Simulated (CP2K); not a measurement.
Consider aminoethylene at its PBE geometry (Å).

```xyz
8

C     1.1649    0.3181    0.0571
C     0.0420   -0.4133    0.1717
N    -1.2053   -0.1154   -0.3761
H     1.1790    1.2831   -0.4510
H     2.1020   -0.0560    0.4606
H     0.0680   -1.3781    0.6830
H    -1.3426    0.8496   -0.6651
H    -2.0080   -0.4881    0.1200
```

Method: CP2K XAS_TDP, all-electron GAPW, PBEh(45%), aug-cc-pVDZ, TDA, no relativity.

**Question.** Predict the bright core excitations at the N K edge.

Leading lines: N3 397.93 eV. The leading line of an atom is its first one with 35 % of the strongest within 2.5 eV of its lowest line over the strength cut. 

The first six lines of each atom with a strength over 0.0015:

| atom | energy (eV) | states | strength, one atom |
| --- | --- | --- | --- |
| N3 (bonded to C and 2 H) | 397.93 | 1 | 0.0084 |
|  | 398.45 | 1 | 0.0132 |
|  | 398.76 | 1 | 0.0217 |
|  | 400.34 | 1 | 0.0046 |
|  | 400.49 | 1 | 0.0080 |
|  | 400.67 | 1 | 0.0018 |

Lines are vertical, at one geometry, with no vibrational structure. Without a correction of the core level, line positions, and the gaps between valence and Rydberg lines, follow the share of exact exchange. At this level such K lines come out 3 to 6 eV under measured ones. These values hold no scalar relativity, about 0.2 eV for N 1s. Rydberg lines, and the discretised continuum above threshold, depend on the basis and the box.

[Banner, clock and machine lines of the logs are left out without a mark of their own.]

[Logs are printed without paths, hosts, clocks, repeated set-up lines and the standing remarks that a program may print on its own settings, such as how far it seeks lower states.]

[Hosts, paths, dates, database ids (printed as entryN), source tags and the programs' standing remarks are cut or masked in the printed files.]
